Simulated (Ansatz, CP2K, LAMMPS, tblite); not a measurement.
# Amorphous polyacrylonitrile (as short chains C14N4H18) at 480 K (108 atoms) in CP2K, part 3 of 3

How do the settings of CP2K change the result for amorphous polyacrylonitrile (as short chains C14N4H18) at 480 K (108 atoms)? A plane-wave run serves as the yardstick.

Program: CP2K 2026.2; the method stands at each step. Banners, paths, timers and routine set-up lines are dropped from the logs unmarked, and long logs keep their key lines alone; longer cuts are marked.

So far. Step 6 (PBE, DZVP-MOLOPT-SR, 300/50 Ry, OT CG): Against the first run (17 %), the force difference from the reference is 17 %, at 0.92 times the CPU time (on 2 against 4 cores): the change moves forces by 16 meV/Å r.m.s., so most of the difference comes from elsewhere.

**8. PBE, SZV-MOLOPT-SR, 600/50 Ry, OT CG**

Method: Kohn-Sham DFT, PBE, GTH-PBE pseudopotentials, Gaussian and plane waves, SZV-MOLOPT-SR-GTH, orbital transformation.

Input file input.inp:

```
&GLOBAL
  PROJECT cell
  RUN_TYPE ENERGY_FORCE
  PRINT_LEVEL LOW
&END GLOBAL
&FORCE_EVAL
  METHOD QS
  STRESS_TENSOR ANALYTICAL
  &DFT
    BASIS_SET_FILE_NAME BASIS_MOLOPT
    POTENTIAL_FILE_NAME GTH_POTENTIALS
    &MGRID
      CUTOFF 600
      REL_CUTOFF 50
      NGRIDS 5
    &END MGRID
    &QS
      EPS_DEFAULT 1.0E-12
    &END QS
    &SCF
      SCF_GUESS ATOMIC
      EPS_SCF 1.0E-06
      MAX_SCF 30
      &OT
        MINIMIZER CG
        PRECONDITIONER FULL_ALL
        ENERGY_GAP 0.001
      &END OT
      &OUTER_SCF
        EPS_SCF 1.0E-06
        MAX_SCF 8
      &END OUTER_SCF
      &PRINT
        &RESTART OFF
        &END RESTART
      &END PRINT
    &END SCF
    &XC
      &XC_FUNCTIONAL PBE
      &END XC_FUNCTIONAL
    &END XC
    &PRINT
      &MULLIKEN ON
      &END MULLIKEN
      &HIRSHFELD ON
        SHAPE_FUNCTION DENSITY
      &END HIRSHFELD
      &MO_CUBES
        NHOMO 1
        NLUMO 4
        WRITE_CUBE F
      &END MO_CUBES
    &END PRINT
  &END DFT
  &SUBSYS
    &CELL
      A 10.69066 0.00000 0.00000
      B 0.00000 10.69066 0.00000
      C 0.00000 0.00000 10.69066
    &END CELL
    &COORD
[... 108 atom lines left out: the same atoms as in the first run ...]
    &END COORD
    &KIND C
      BASIS_SET SZV-MOLOPT-SR-GTH-q4
      POTENTIAL GTH-PBE-q4
    &END KIND
    &KIND N
      BASIS_SET SZV-MOLOPT-SR-GTH-q5
      POTENTIAL GTH-PBE-q5
    &END KIND
    &KIND H
      BASIS_SET SZV-MOLOPT-SR-GTH-q1
      POTENTIAL GTH-PBE-q1
    &END KIND
  &END SUBSYS
  &PRINT
    &FORCES ON
    &END FORCES
    &STRESS_TENSOR ON
    &END STRESS_TENSOR
  &END PRINT
&END FORCE_EVAL
```

The run is started by

```sh
$ OMP_NUM_THREADS=2 cp2k.psmp -i input.inp > output.txt
```

Numbers of over 12 decimals in the logs are rounded to 6 here.

What it wrote:

```text
CP2K| version string:                                       CP2K version 2026.2
 CP2K| Input file name                                                 input.inp
 GLOBAL| Basis set file name                                        BASIS_MOLOPT
 GLOBAL| Potential file name                                      GTH_POTENTIALS
 GLOBAL| Run type                                                   ENERGY_FORCE
 GLOBAL| Total number of message passing processes                             1
 GLOBAL| Number of threads for this process                                    2
[... lines left out ...]
 Number of electrons:                                                        282
[... lines left out ...]
  Step     Update method      Time    Convergence         Total energy    Change
[... lines left out ...]
  Total energy:                                              -388.051803
[... lines left out ...]
  Step     Update method      Time    Convergence         Total energy    Change
[... lines left out ...]
  *** SCF run converged in     5 steps ***
[... lines left out ...]
  Total energy:                                              -388.052012
[... lines left out ...]
  outer SCF loop converged in   2 iterations or   68 steps
[... lines left out ...]
 Fermi Energy [eV] :   -2.228870
  Using OT eigensolver for additional unoccupied orbitals spin            1
  Lowest Eigenvalues of the unoccupied subspace spin            1
 OT| Eigensolver reached convergence in 135 iterations
       0.16120147      0.17456895      0.17723268      0.18040161
 HOMO - LUMO gap [eV] :    6.615385
 ENERGY| Total FORCE_EVAL ( QS ) energy [hartree]           -388.052012
 FORCES| Atomic forces [hartree/bohr]
 FORCES|   Atom     x               y               z               |f|
 FORCES|      1  3.18064980E-02  5.31485470E-03 -5.90255452E-02   6.72600623E-02
 FORCES|      2  1.46175395E-02  6.77444279E-03  5.07740050E-03   1.68921737E-02
 FORCES|      3  1.28790327E-02 -1.09789160E-02  4.88756515E-02   5.17226777E-02
[...]
FORCES|    107 -2.04043745E-02  1.37666006E-03  1.34001242E-02   2.44498879E-02
 FORCES|    108 -7.53928488E-03 -1.47085005E-02 -9.49471303E-03   1.90612271E-02
 FORCES| Sum     2.43084191E-04  4.43611661E-06  8.08633940E-05
 FORCES| Total atomic force                                       2.56219616E-04
 STRESS| Analytical stress tensor [bar]
 STRESS|                        x                   y                   z
 STRESS|      x        9.10437143560E+04  -5.37815835127E+03  -8.76283738784E+03
 STRESS|      y       -5.37815835127E+03   8.56682699528E+04   9.86746030757E+03
 STRESS|      z       -8.76283738784E+03   9.86746030757E+03   7.33496670511E+04
 STRESS| 1/3 Trace                                             8.33538837867E+04
```

Elapsed: 3.2 min, on 2 threads of Arm Neoverse V2, shared host; peak memory 1.6 GiB.

Numbers from this run, and their distance from the reference:

```
r.m.s. force component                           : 2.659 eV/Å
r.m.s. difference of force components            : 2031 meV/Å
longest difference of force vectors              : 8453 meV/Å
force difference over r.m.s. force               : 190.1 %
slope of forces against the reference's          : 1.792
correlation of force components                  : 0.7196
gap (highest filled to lowest empty level) : 6.615 eV
gap difference                                   : 1.125 eV
pressure                                         : 8.335 GPa
pressure difference                              : 5.876 GPa
```

This is a coarse setting, run to see what it loses.

Against the first run (17 %), the force difference from the reference is 190 %, at 0.56 times the CPU time (on 2 against 4 cores), with 270 basis functions against 972: the smaller basis costs accuracy.

The difference per atom is largest on N (7.6 eV/Å on average, against 2.8 on C).

**9. PBE, SZV-MOLOPT-SR, 600/50 Ry, TRS4 filter 1e-04, SCF 1e-05**

Method: Kohn-Sham DFT, PBE, GTH-PBE pseudopotentials, Gaussian and plane waves, SZV-MOLOPT-SR-GTH, linear-scaling purification of the density matrix.

input.inp, as its differences from that of step 8:

```diff
@@ -17,22 +17,14 @@
     &QS
-      EPS_DEFAULT 1.0E-12
+      EPS_DEFAULT 1.0E-10
+      LS_SCF T
     &END QS
-    &SCF
-      SCF_GUESS ATOMIC
-      EPS_SCF 1.0E-06
-      MAX_SCF 30
-      &OT
-        MINIMIZER CG
-        PRECONDITIONER FULL_ALL
-        ENERGY_GAP 0.001
-      &END OT
-      &OUTER_SCF
-        EPS_SCF 1.0E-06
-        MAX_SCF 8
-      &END OUTER_SCF
-      &PRINT
-        &RESTART OFF
-        &END RESTART
-      &END PRINT
-    &END SCF
+    &LS_SCF
+      PURIFICATION_METHOD TRS4
+      EPS_FILTER 1.0E-04
+      EPS_SCF 1.0E-05
+      MAX_SCF 60
+      S_PRECONDITIONER ATOMIC
+      MIXING_FRACTION 0.45
+      REPORT_ALL_SPARSITIES F
+    &END LS_SCF
     &XC
@@ -44,10 +36,2 @@
       &END MULLIKEN
-      &HIRSHFELD ON
-        SHAPE_FUNCTION DENSITY
-      &END HIRSHFELD
-      &MO_CUBES
-        NHOMO 1
-        NLUMO 4
-        WRITE_CUBE F
-      &END MO_CUBES
     &END PRINT
@@ -61,2 +45,3 @@
     &COORD
+      SCALED
 [... 108 atom lines left out: the same atoms as in the first run ...]
```

The run is started by

```sh
$ OMP_NUM_THREADS=1 cp2k.psmp -i input.inp > output.txt
```

What it wrote:

```text
CP2K| version string:                                       CP2K version 2026.2
 CP2K| Input file name                                                 input.inp
 GLOBAL| Basis set file name                                        BASIS_MOLOPT
 GLOBAL| Potential file name                                      GTH_POTENTIALS
[... lines left out ...]
 Re-scaling the density matrix to get the right number of electrons
[... lines left out ...]
 SCF run converged in    24 steps.
[... lines left out ...]
 ENERGY| Total FORCE_EVAL ( QS ) energy [hartree]           -387.897179
[... lines left out ...]
 FORCES|      1  3.47384033E-02  3.96133817E-03 -5.24843358E-02   6.30638912E-02
 FORCES|      2  1.79808000E-02  1.10251532E-02  9.38751671E-03   2.30865468E-02
 FORCES|      3 -1.22371505E-03  2.45207656E-03  5.60848741E-02   5.61517877E-02
[...]
FORCES|    107 -2.20547699E-02 -6.34354592E-04  1.53545160E-02   2.68807821E-02
 FORCES|    108 -8.46322393E-03 -1.67281045E-02 -1.01626609E-02   2.13245238E-02
 FORCES| Sum     1.59029240E-04  3.42357561E-05  2.93177271E-05
 FORCES| Total atomic force                                       1.65293422E-04
 STRESS| Analytical stress tensor [bar]
 STRESS|                        x                   y                   z
 STRESS|      x        1.09323271209E+05  -5.08278591226E+03  -1.62758644869E+04
 STRESS|      y       -5.08278591226E+03   9.19570249421E+04   8.56964107945E+03
 STRESS|      z       -1.62758644869E+04   8.56964107945E+03   9.41476069752E+04
 STRESS| 1/3 Trace                                             9.84759677087E+04
```

Elapsed: 2.3 min, on 1 thread; peak memory 1.5 GiB.

Against the reference:

```
r.m.s. force component                          : 2.652 eV/Å
r.m.s. difference of force components           : 2037 meV/Å
longest difference of force vectors             : 9233 meV/Å
force difference over r.m.s. force              : 190.8 %
slope of forces against the reference's         : 1.763
correlation of force components                 : 0.71
pressure                                        : 9.848 GPa
pressure difference                             : 7.388 GPa
energy less the same-level run's                : 39.01 meV/atom
r.m.s. force difference from the same-level run : 486.9 meV/Å
```

This is a coarse setting, run to see what it loses.

Against the first run (17 %), the force difference from the reference is 191 %, at 0.22 times the CPU time (on 1 against 4 cores) (24 SCF steps against 68).

The difference per atom is largest on N (7.9 eV/Å on average, against 2.8 on C).

**10. PBE, SZV-MOLOPT-SR, 600/50 Ry, TRS4 filter 1e-03, SCF 1e-04**

Method: Kohn-Sham DFT, PBE, GTH-PBE pseudopotentials, Gaussian and plane waves, SZV-MOLOPT-SR-GTH, linear-scaling purification of the density matrix.

input.inp, as its differences from that of step 9:

```diff
@@ -22,4 +22,4 @@
       PURIFICATION_METHOD TRS4
-      EPS_FILTER 1.0E-04
-      EPS_SCF 1.0E-05
+      EPS_FILTER 1.0E-03
+      EPS_SCF 1.0E-04
       MAX_SCF 60
@@ -45,3 +45,2 @@
     &COORD
-      SCALED
 [... 108 atom lines left out: the same atoms as in the first run ...]
```

What it wrote:

```text
CP2K| version string:                                       CP2K version 2026.2
 CP2K| Input file name                                                 input.inp
 GLOBAL| Basis set file name                                        BASIS_MOLOPT
 GLOBAL| Potential file name                                      GTH_POTENTIALS
 GLOBAL| Run type                                                   ENERGY_FORCE
 GLOBAL| Total number of message passing processes                             1
 GLOBAL| Number of threads for this process                                    1
[... lines left out ...]
 Re-scaling the density matrix to get the right number of electrons
[... lines left out ...]
 SCF run converged in     7 steps.
[... lines left out ...]
     108     H        3          0.884124                              0.115876
 # Total charge                            282.122019                 -0.122019
 !-----------------------------------------------------------------------------!
 ENERGY| Total FORCE_EVAL ( QS ) energy [hartree]           -387.439974
 FORCES| Atomic forces [hartree/bohr]
 FORCES|   Atom     x               y               z               |f|
 FORCES|      1  2.90446651E-02  5.43656931E-03 -6.45090446E-02   7.09546735E-02
 FORCES|      2  1.78679812E-02  3.21057129E-03  5.73155957E-03   1.90374183E-02
 FORCES|      3  4.95217163E-02 -3.96076432E-02  2.78751028E-02   6.92689479E-02
[...]
FORCES|    107 -1.74804594E-02  4.45972319E-03  1.13114314E-02   2.12932870E-02
 FORCES|    108 -7.13512429E-03 -1.55950044E-02 -9.61425125E-03   1.96608237E-02
 FORCES| Sum     5.08112695E-04  2.78468533E-06  1.10352075E-04
 FORCES| Total atomic force                                       5.19965235E-04
 STRESS| Analytical stress tensor [bar]
 STRESS|                        x                   y                   z
 STRESS|      x        4.53875779130E+04  -3.11730166431E+03   9.37870274897E+03
 STRESS|      y       -3.11730166431E+03   6.28250904257E+04   1.33928255461E+04
 STRESS|      z        9.37870274897E+03   1.33928255461E+04   2.87042636023E+04
 STRESS| 1/3 Trace                                             4.56389773137E+04
```

Wall time 48 s (1 thread); peak memory 1.5 GiB.

Against the reference:

| Quantity | Value |
| --- | --- |
| r.m.s. force component | 3.123 eV/Å |
| r.m.s. difference of force components | 2537 meV/Å |
| longest difference of force vectors | 11290 meV/Å |
| force difference over r.m.s. force | 237.6 % |
| slope of forces against the reference's | 1.952 |
| correlation of force components | 0.6676 |
| pressure | 4.564 GPa |
| pressure difference | 2.104 GPa |
| energy less the same-level run's | 154.2 meV/atom |
| r.m.s. force difference from the same-level run | 951.3 meV/Å |

This is a coarse setting, run to see what it loses.

Against the first run (17 %), the force difference from the reference is 238 %, at 0.076 times the CPU time (on 1 against 4 cores) (7 SCF steps against 68).

**11. All runs compared**

Differences are against the plane-wave reference, forces as r.m.s. over components; share is that over the reference's r.m.s. force, slope the least-squares factor from reference forces to these. Total energies of different programs have different zeros and aren't compared.

| run | Δ force, r.m.s. (meV/Å) | share (%) | slope | Δ pressure (GPa) | Δ gap (eV) | cores | CPU time | memory (GiB) |
| --- | --- | --- | --- | --- | --- | --- | --- | --- |
| reference | - | - | - | - | - | 4 | 33 s | 1.2 |
| CP2K PBE, DZVP-MOLOPT-SR, 600/50 Ry, OT CG | 186 | 17.4 | 1.074 | 0.540 | 0.141 | 4 | 10 min | 2.6 |
| CP2K GFN1-xTB, OT DIIS | 437 | 40.9 | 0.867 | -3.05 | - | 1 | 3.4 s | 0.33 |
| CP2K PBEsol, PBE potentials, DZVP-MOLOPT-SR, 600/50 Ry, OT CG | 302 | 28.2 | 1.112 | 0.412 | 0.0729 | 4 | 11 min | 2.6 |
| CP2K PBE+D3(BJ), DZVP-MOLOPT-SR, 600/50 Ry, OT CG | 186 | 17.4 | 1.073 | -0.264 | 0.141 | 4 | 11 min | 2.7 |
| CP2K PBE, DZVP-MOLOPT-SR, 300/50 Ry, OT CG (coarse) | 187 | 17.5 | 1.075 | 0.542 | 0.141 | 2 | 9.6 min | 0.87 |
| CP2K PBE, DZVP-MOLOPT-SR, 600/50 Ry, diagonalisation | 186 | 17.4 | 1.074 | 0.540 | 0.141 | 2 | 4.5 min | 3.0 |
| CP2K PBE, SZV-MOLOPT-SR, 600/50 Ry, OT CG (coarse) | 2031 | 190 | 1.792 | 5.88 | 1.12 | 2 | 5.9 min | 1.6 |
| CP2K PBE, SZV-MOLOPT-SR, 600/50 Ry, TRS4 filter 1e-04, SCF 1e-05 (coarse) | 2037 | 191 | 1.763 | 7.39 | - | 1 | 2.3 min | 1.5 |
| CP2K PBE, SZV-MOLOPT-SR, 600/50 Ry, TRS4 filter 1e-03, SCF 1e-04 (coarse) | 2537 | 238 | 1.952 | 2.10 | - | 1 | 48 s | 1.5 |

Rows marked coarse were listed beforehand as settings not expected to be converged; some can still land near the reference.

CPU time is summed over cores on a shared host, where runs went side by side, so it is rough. Symmetry, cutoffs, thresholds, outputs and thread counts weren't matched or tuned between programs; memory under MPI is the largest rank's times the ranks.

Mean charges by element (e), by run and scheme:

| run | scheme | C | N | H |
| --- | --- | --- | --- | --- |
| reference | Löwdin | -0.12 | -0.20 | +0.20 |
| CP2K PBE, DZVP-MOLOPT-SR, 600/50 Ry, OT CG | Mulliken | 0.00 | -0.41 | +0.09 |
| CP2K PBE, DZVP-MOLOPT-SR, 600/50 Ry, OT CG | Hirshfeld | -0.01 | -0.18 | +0.05 |
| CP2K GFN1-xTB, OT DIIS | Mulliken | +0.03 | -0.31 | +0.05 |
| CP2K PBEsol, PBE potentials, DZVP-MOLOPT-SR, 600/50 Ry, OT CG | Mulliken | -0.01 | -0.42 | +0.10 |
| CP2K PBEsol, PBE potentials, DZVP-MOLOPT-SR, 600/50 Ry, OT CG | Hirshfeld | -0.01 | -0.18 | +0.05 |
| CP2K PBE+D3(BJ), DZVP-MOLOPT-SR, 600/50 Ry, OT CG | Mulliken | 0.00 | -0.41 | +0.09 |
| CP2K PBE+D3(BJ), DZVP-MOLOPT-SR, 600/50 Ry, OT CG | Hirshfeld | -0.01 | -0.18 | +0.05 |
| CP2K PBE, DZVP-MOLOPT-SR, 600/50 Ry, diagonalisation | Mulliken | 0.00 | -0.41 | +0.09 |
| CP2K PBE, DZVP-MOLOPT-SR, 600/50 Ry, diagonalisation | Hirshfeld | -0.01 | -0.18 | +0.05 |

The reference's Löwdin charges lack the electrons that the projection spills, 0.033 e an atom on average.

Within one program, basis, potentials and functional, energies share a zero. Each run against its twin at the usual cutoff or grid and solver:

| run | twin | Δ energy (meV/atom) | Δ force, r.m.s. (meV/Å) | CPU time over the twin's |
| --- | --- | --- | --- | --- |
| CP2K PBE, DZVP-MOLOPT-SR, 300/50 Ry, OT CG | DZVP-MOLOPT-SR, 600/50 Ry, OT CG | -0.0571 | 16.2 | 0.92 (this twin ran on 4 cores) |
| CP2K PBE, DZVP-MOLOPT-SR, 600/50 Ry, diagonalisation | DZVP-MOLOPT-SR, 600/50 Ry, OT CG | 0 | 0.074 | 0.43 (this twin ran on 4 cores) |
| CP2K PBE, SZV-MOLOPT-SR, 600/50 Ry, TRS4 filter 1e-04, SCF 1e-05 | SZV-MOLOPT-SR, 600/50 Ry, OT CG | 39.0 | 487 | 0.39 (this twin ran on 2 cores) |
| CP2K PBE, SZV-MOLOPT-SR, 600/50 Ry, TRS4 filter 1e-03, SCF 1e-04 | SZV-MOLOPT-SR, 600/50 Ry, OT CG | 154 | 951 | 0.14 (this twin ran on 2 cores) |

Further runs of this program without a result: CP2K PBE, SZV-MOLOPT-SR, 600/50 Ry, TRS4 filter 1e-06, SCF 1e-06 (not converged).

**12. Results**

```yaml
nearest_in_forces: a tie at 17 % of 4 runs: CP2K PBE, DZVP-MOLOPT-SR, 600/50 Ry, OT CG; CP2K PBE+D3(BJ), DZVP-MOLOPT-SR, 600/50 Ry, OT CG; CP2K PBE, DZVP-MOLOPT-SR, 300/50 Ry, OT CG (coarse); others
```

The PBE runs in local orbitals, coarse settings apart, differ by 17 % in each run; basis, grid and potentials can all enter. Tight binding differs by 41 % (CP2K GFN1-xTB, OT DIIS); it is another model, with fitted parameters of its own, and the xTB methods hold dispersion. Rows with another functional or a dispersion term differ by 17 % (CP2K PBE+D3(BJ), DZVP-MOLOPT-SR, 600/50 Ry, OT CG) to 28 % (CP2K PBEsol, PBE potentials, DZVP-MOLOPT-SR, 600/50 Ry, OT CG), which mixes the change of model with differences of basis and potentials, some of them made for another functional. Runs with settings chosen to be coarse differ by 17 % (CP2K PBE, DZVP-MOLOPT-SR, 300/50 Ry, OT CG) to 238 % (CP2K PBE, SZV-MOLOPT-SR, 600/50 Ry, TRS4 filter 1e-03, SCF 1e-04), their programs' other errors included. One electronic-structure run takes under half the reference's CPU time: CP2K GFN1-xTB, OT DIIS, at 41 % in 3.4 s against 33 s; its pressure misses by -3.1 GPa. At the same functional, gaps differ from the reference's 5.49 eV by between +0.14 and +1.12 eV. A likely cause of the wide gaps: compact atomic orbitals describe empty levels worse than filled ones. In pressure, CP2K PBE, SZV-MOLOPT-SR, 600/50 Ry, TRS4 filter 1e-04, SCF 1e-05 misses by +7.4 GPa, at the same functional. Charges hang on model, scheme and program or settings: among these rows the mean for N runs from -0.42 to -0.18 e. With TRS4, tightening the sparsity filter from 1e-03 to 1e-04, and the SCF threshold with it, takes the force difference from the cubic solver from 951 to 487 meV/Å, and the CPU time from 0.14 to 0.39 times the cubic solver's. Periodic xTB results under one method name differ between programs and library versions. The network of contacts between molecules at the start is that of the classical potential that made the cell, and needn't be the one that DFT or experiment would give. The reference's PBE has no dispersion term, which matters for the binding between molecules or layers. The density was typed from a rule of thumb and may lie off the real one at this temperature. The electronic-structure runs sample only Γ, in a cell whose shortest periodic width is 11 Å.

[Also dropped from logs without a mark: logging warnings of Python, and SIESTA's first energy breakdown and zero terms.]

[Logs are printed without paths, hosts, clocks, repeated set-up lines and the standing remarks that a program may print on its own settings, such as how far it seeks lower states.]

[Hosts, paths, dates, database ids (printed as entryN), source tags and the programs' standing remarks are cut or masked in the printed files.]
